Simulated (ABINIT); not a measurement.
# WS2 (Tungstenite): G0W0 with ABINIT, start to end

Aim: the G0W0 gap of WS2 (Tungstenite) on PBE, step by step.

Main program and level: ABINIT 10.8.3; PBE and many-body steps on it, plane waves.

### 1. The starting structure

The structure is hexagonal, space group P6_3/mmc (No. 194). The conventional cell has a = 3.153 Å, b = 3.153 Å, c = 12.323 Å, α = 90.00°, β = 90.00°, γ = 120.00°. Nearest to W lie 6 S at 2.40 Å. Nearest to S lie 3 W at 2.40 Å. Farther neighbours and most contacts between anions are not listed.

The cell and positions come from the Crystallography Open Database and are kept as given unless a step says otherwise. Spin-orbit coupling is left out unless a step names it.

### 2. Ground state

This step: ABINIT 10.8.3; DFT, PBE, plane waves, norm-conserving pseudopotentials.

The ground-state density comes first.

run.abi

```
acell 3*1.0 Angstrom
rprim 
  3.153199999992 0.000000000002 0.000000000000
  -1.576599999998 2.730751303206 0.000000000000
  0.000000000000 0.000000000000 12.323000000000
ntypat 2
znucl 74 16
natom 6
typat 1 1 2 2 2 2
xred 
  0.333333333333 0.666666666667 0.250000000000
  0.666666666667 0.333333333333 0.750000000000
  0.333333333333 0.666666666667 0.622500000000
  0.666666666667 0.333333333333 0.122500000000
  0.333333333333 0.666666666667 0.877500000000
  0.666666666667 0.333333333333 0.377500000000
pp_dirpath "pseudos"
pseudos "W.upf, S.upf"
ecut 31
ngkpt 6 6 2
nshiftk 1
shiftk 0 0 0
kptopt 1
chksymbreak 0
nband 33
occopt 1
tolvrs 1e-10
nstep 60
prtwf 0
indata_prefix "in"
outdata_prefix "out"
tmpdata_prefix "tmp"
```

On the command line:

```console
$ OMP_NUM_THREADS=1 mpirun -n 8 abinit run.abi > log
```

Numbers of over 12 decimals in the logs are rounded to 6 here.

The log of the run:

```text
.Version 10.8.3 of ABINIT. v10.8.2 released Aug 2026.

 Symmetries : space group P6_3/m m c (#194); Bravais hP (primitive hexag.)
================================================================================
 Values of the parameters that define the memory need of the present run
     intxc =       0    ionmov =       0      iscf =       7    lmnmax =       8
     lnmax =       8     mgfft =     120  mpssoang =       4    mqgrid =    5837
     natom =       6  nloc_mem =       1    nspden =       1   nspinor =       1
    nsppol =       1      nsym =      24    n1xccc =    2501    ntypat =       2
    occopt =       1   xclevel =       2
-    mband =          33        mffmem =           1         mkmem =           2
       mpw =        5944          nfft =      108000          nkpt =          14
================================================================================
  Rough estimation (10% accuracy) of disk space for files :
================================================================================

--------------------------------------------------------------------------------
------------- Echo of variables that govern the present computation ------------
--------------------------------------------------------------------------------
 -outvars: echo values of preprocessed input variables --------
            acell      1.8897261259E+00  1.8897261259E+00  1.8897261259E+00 Bohr

      chksymbreak           0
             ecut      3.10000000E+01 Hartree
-          fftalg         312

              ixc     -101130
              kpt      0.00000000E+00  0.00000000E+00  0.00000000E+00
                       1.66666667E-01  0.00000000E+00  0.00000000E+00
                       3.33333333E-01  0.00000000E+00  0.00000000E+00
                       5.00000000E-01  0.00000000E+00  0.00000000E+00
                       1.66666667E-01  1.66666667E-01  0.00000000E+00
                       3.33333333E-01  1.66666667E-01  0.00000000E+00
                       3.33333333E-01  3.33333333E-01  0.00000000E+00
                       0.00000000E+00  0.00000000E+00  5.00000000E-01
                       1.66666667E-01  0.00000000E+00  5.00000000E-01
                       3.33333333E-01  0.00000000E+00  5.00000000E-01
                       5.00000000E-01  0.00000000E+00  5.00000000E-01
[...]
kptrlatt        6    0    0      0    6    0      0    0    2
          kptrlen      3.57521065E+01
P           mkmem           2
            natom           6
            nband          33
            ngfft          30      30     120
             nkpt          14
            nstep          60
             nsym          24
           ntypat           2
              occ      2.000000  2.000000  2.000000  2.000000  2.000000  2.000000
                       2.000000  2.000000  2.000000  2.000000  2.000000  2.000000
                       2.000000  2.000000  2.000000  2.000000  2.000000  2.000000
                       2.000000  2.000000  2.000000  2.000000  2.000000  2.000000
                       2.000000  2.000000  0.000000  0.000000  0.000000  0.000000
[...]
prtwf           0
            rprim      3.1532000000E+00  2.0000000000E-12  0.0000000000E+00
[...]
spgroup         194

           tolvrs      1.00000000E-10

             xred      3.3333333333E-01  6.6666666667E-01  2.5000000000E-01
[...]
znucl       74.00000   16.00000

================================================================================

 chkinp: Checking input parameters for consistency.

================================================================================
== DATASET  1 ==================================================================
-   mpi_nproc: 8, omp_nthreads: 1 (-1 if OMP is not activated)

--- !DatasetInfo
iteration_state: {dtset: 1, }
dimensions: {natom: 6, nkpt: 14, mband: 33, nsppol: 1, nspinor: 1, nspden: 1, mpw: 5944, }
cutoff_energies: {ecut:  31.0, pawecutdg:  -1.0, }
electrons: {nelect:   5.20000000E+01, charge:   0.00000000E+00, occopt:   1.00000000E+00, tsmear:   1.00000000E-02, }

 Real(R)+Recip(G) space primitive vectors, cartesian coordinates (Bohr,Bohr^-1):
 R(1)=  5.9586844  0.0000000  0.0000000  G(1)=  0.1678223  0.0968922  0.0000000
 R(2)= -2.9793422  5.1603721  0.0000000  G(2)=  0.0000000  0.1937845  0.0000000
 R(3)=  0.0000000  0.0000000 23.2870950  G(3)=  0.0000000  0.0000000  0.0429422
 Unit cell volume ucvol=  7.1605555E+02 bohr^3
 Angles (23,13,12)=  9.00000000E+01  9.00000000E+01  1.20000000E+02 degrees

 getcut: wavevector=  0.0000  0.0000  0.0000  ngfft=  30  30 120
         ecut(hartree)=     31.000   => boxcut(ratio)=   2.01023

--- Pseudopotential description ------------------------------------------------
- W Generated using ONCVPSP code by D. R. Hamann
- 74.00000  14.00000  171031                  znucl, zion, pspdat
12 -101130 3 -1 1396                          pspcod,pspxc,lmax,lloc,mmax
     nproj     2     2     2     2
  pspatm : epsatm=   11.70739509
         --- l  ekb(1:nproj) -->
[...]
pspatm: atomic psp has been read  and splines computed

- S Generated using ONCVPSP code by D. R. Hamann
- 16.00000   6.00000  171031                  znucl, zion, pspdat
[...]
ETOT  8  -196.02959029387    -2.850E-09 5.135E-04 2.264E-06
 ETOT  9  -196.02959029411    -2.405E-10 1.853E-04 7.420E-08
 ETOT 10  -196.02959029411    -7.873E-12 4.535E-04 3.028E-09
 ETOT 11  -196.02959029411    -4.547E-13 1.653E-04 3.319E-10
 ETOT 12  -196.02959029412    -1.450E-12 4.851E-04 6.799E-12

 At SCF step   12       vres2   =  6.80E-12 < tolvrs=  1.00E-10 =>converged.

 Cartesian components of stress tensor (hartree/bohr^3)
  sigma(1 1)= -1.47127000E-04  sigma(3 2)=  0.00000000E+00
  sigma(2 2)= -1.47127000E-04  sigma(3 1)=  0.00000000E+00
  sigma(3 3)= -1.47330012E-04  sigma(2 1)=  0.00000000E+00

--- !ResultsGS
iteration_state: {dtset: 1, }
comment   : Summary of ground state results
lattice_vectors:
- [  5.9586844,   0.0000000,   0.0000000, ]
- [ -2.9793422,   5.1603721,   0.0000000, ]
- [  0.0000000,   0.0000000,  23.2870950, ]
lattice_lengths: [   5.95868,    5.95868,   23.28710, ]
lattice_angles: [ 90.000,  90.000, 120.000, ] # degrees, (23, 13, 12)
lattice_volume:   7.1605555E+02
convergence: {deltae: -1.450E-12, res2:  6.799E-12, residm:  4.851E-04, diffor: null, }
etotal    :  -1.96029590E+02
entropy   :   0.00000000E+00
fermie    :   3.49444803E-01
cartesian_stress_tensor: # hartree/bohr^3
- [ -1.47127000E-04,   0.00000000E+00,   0.00000000E+00, ]
- [  0.00000000E+00,  -1.47127000E-04,   0.00000000E+00, ]
- [  0.00000000E+00,   0.00000000E+00,  -1.47330012E-04, ]
pressure_GPa:   4.3306E+00
xred      :
- [  3.3333E-01,   6.6667E-01,   2.5000E-01,  W]
- [  6.6667E-01,   3.3333E-01,   7.5000E-01,  W]
- [  3.3333E-01,   6.6667E-01,   6.2250E-01,  S]
- [  6.6667E-01,   3.3333E-01,   1.2250E-01,  S]
- [  3.3333E-01,   6.6667E-01,   8.7750E-01,  S]
- [  6.6667E-01,   3.3333E-01,   3.7750E-01,  S]
cartesian_forces: # hartree/bohr
- [ -7.53143097E-30,  -2.17413685E-29,  -0.00000000E+00, ]
- [ -7.53143097E-30,  -2.17413685E-29,   1.80669085E-31, ]
- [  1.50628619E-29,   1.34796485E-28,  -2.40440504E-03, ]
- [ -7.53143097E-30,  -4.78310107E-29,  -2.40440504E-03, ]
- [ -7.53143097E-30,   3.04379159E-29,   2.40440504E-03, ]
- [  1.50628619E-29,  -7.39206529E-29,   2.40440504E-03, ]
force_length_stats: {min:   2.30089017E-29, max:   2.40440504E-03, mean:   1.60293670E-03, }

 Integrated electronic density in atomic spheres:
 ------------------------------------------------
 Atom  Sphere_radius  Integrated_density
[...]
================================================================================

 ----iterations are completed or convergence reached----

 Mean square residual over all n,k,spin=   29.308E-07; max=  48.513E-05
 reduced coordinates (array xred) for    6 atoms
[...]
0.666666666667      0.333333333333      0.750000000000
       0.333333333333      0.666666666667      0.622500000000
       0.666666666667      0.333333333333      0.122500000000
       0.333333333333      0.666666666667      0.877500000000
       0.666666666667      0.333333333333      0.377500000000
 rms dE/dt=  2.6395E-02; max dE/dt=  5.5992E-02; dE/dt below (all hartree)
    1       0.000000000000      0.000000000000      0.000000000000
    2       0.000000000000      0.000000000000     -0.000000000000
    3      -0.000000000000     -0.000000000000      0.055991608805
    4       0.000000000000      0.000000000000      0.055991608805
    5       0.000000000000     -0.000000000000     -0.055991608805
    6      -0.000000000000      0.000000000000     -0.055991608805

 cartesian coordinates (angstrom) at end:
    1     -1.33e-12     1.820501     3.080750
    2      1.576600     0.910250     9.242250
    3     -1.33e-12     1.820501     7.671068
    4      1.576600     0.910250     1.509567
[...]
cartesian forces (hartree/bohr) at end:
[...]
frms,max,avg= 1.1334474E-03 2.4044050E-03   0.000E+00  0.000E+00  0.000E+00 h/b

 cartesian forces (eV/Angstrom) at end:
[...]
2     -0.000000    -0.000000     0.000000
    3      0.000000     0.000000    -0.123639
    4     -0.000000    -0.000000    -0.123639
    5     -0.000000     0.000000     0.123639
    6      0.000000    -0.000000     0.123639
 frms,max,avg= 5.8284209E-02 1.2363948E-01   0.000E+00  0.000E+00  0.000E+00 e/A
 length scales=  1.889726125908  1.889726125908  1.889726125908 bohr
              =  1.000000000000  1.000000000000  1.000000000000 angstroms
 prteigrs : about to open file out_EIG
 Fermi (or HOMO) energy (hartree) =   0.34944   Average Vxc (hartree)=  -0.41084
 Eigenvalues (hartree) for nkpt=  14  k points:
 kpt#   1, nband= 33, wtk=  0.01389, kpt=  0.0000  0.0000  0.0000 (reduced coord)
  -2.39287   -2.39287   -1.07959   -1.07958   -1.07265   -1.07265   -1.07265   -1.07265
  -0.22539   -0.21688   -0.16868   -0.15256    0.06843    0.10714    0.20801    0.22170
   0.22170    0.22222    0.22222    0.26709    0.26709    0.26906    0.26906    0.29374
   0.30457    0.34944    0.43436    0.43442    0.43474    0.43539    0.43621    0.43925
   0.44308
 prteigrs : prtvol=0 or 1, do not print more k-points.

--- !EnergyTerms
iteration_state     : {dtset: 1, }
comment             : Components of total free energy in Hartree
kinetic             :  5.62979939834143E+01
hartree             :  5.12043006751492E+01
xc                  : -4.59534279593619E+01
Ewald energy        : -1.20345391836037E+02
psp_core            :  4.31999703190776E+00
local_psp           : -1.72738556691340E+02
non_local_psp       :  3.11854945021525E+01
total_energy        : -1.96029590294116E+02
total_energy_eV     : -5.33423689713459E+03
band_energy         : -1.79620718597031E+01

 Cartesian components of stress tensor (hartree/bohr^3)
  sigma(1 1)= -1.47127000E-04  sigma(3 2)=  0.00000000E+00
  sigma(2 2)= -1.47127000E-04  sigma(3 1)=  0.00000000E+00
  sigma(3 3)= -1.47330012E-04  sigma(2 1)=  0.00000000E+00

-Cartesian components of stress tensor (GPa)         [Pressure=  4.3306E+00 GPa]
- sigma(1 1)= -4.32862578E+00  sigma(3 2)=  0.00000000E+00
- sigma(2 2)= -4.32862578E+00  sigma(3 1)=  0.00000000E+00
- sigma(3 3)= -4.33459861E+00  sigma(2 1)=  0.00000000E+00

== END DATASET(S) ==============================================================
================================================================================

 -outvars: echo values of variables after computation  --------
           etotal     -1.9602959029E+02
            nband          33
             nkpt          14
          spgroup         194
 [... the other variables as echoed above ...]

 Calculation completed.
```

It took 24 s on 8 MPI ranks of Arm Neoverse V2, shared host; peak memory 0.69 GiB.

This step gave:

- total energy: -5334.2369 eV
- gap: 0.9807 eV
- k of the valence top: 0, 0, 0
- k of the conduction bottom: 0.1667, 0.1667, 0
- least direct gap: 1.837 eV
- pressure: 4.331 GPa

The gap is indirect, with the least direct gap 0.86 eV higher.

The cutoff was set for levels, not for stress, so the pressure can be off by some GPa.

(Part 1 of 3 ends here.)

[Paths, hosts, dates, memory and timing lines, banners, echoed tables and standing remarks are left out of the program output.]

[Logs are printed without paths, hosts, clocks, repeated set-up lines and the standing remarks that a program may print on its own settings, such as how far it seeks lower states.]

[Runs of the session that timed out or met a known fault of the program may be left out.]

[Hosts, paths, dates, database ids (printed as entryN), source tags and the programs' standing remarks are cut or masked in the printed files.]

[G0W0 gaps are taken among the corrected bands and points alone; a level outside them can change the order at an edge.]

[Where Ansatz stands beside ABINIT at settings called matched, ABINIT's density can come from a denser mesh and the files from another edition; pairs whose starting gaps differed by over 0.03 eV were left out, so agreement reads better than it is.]
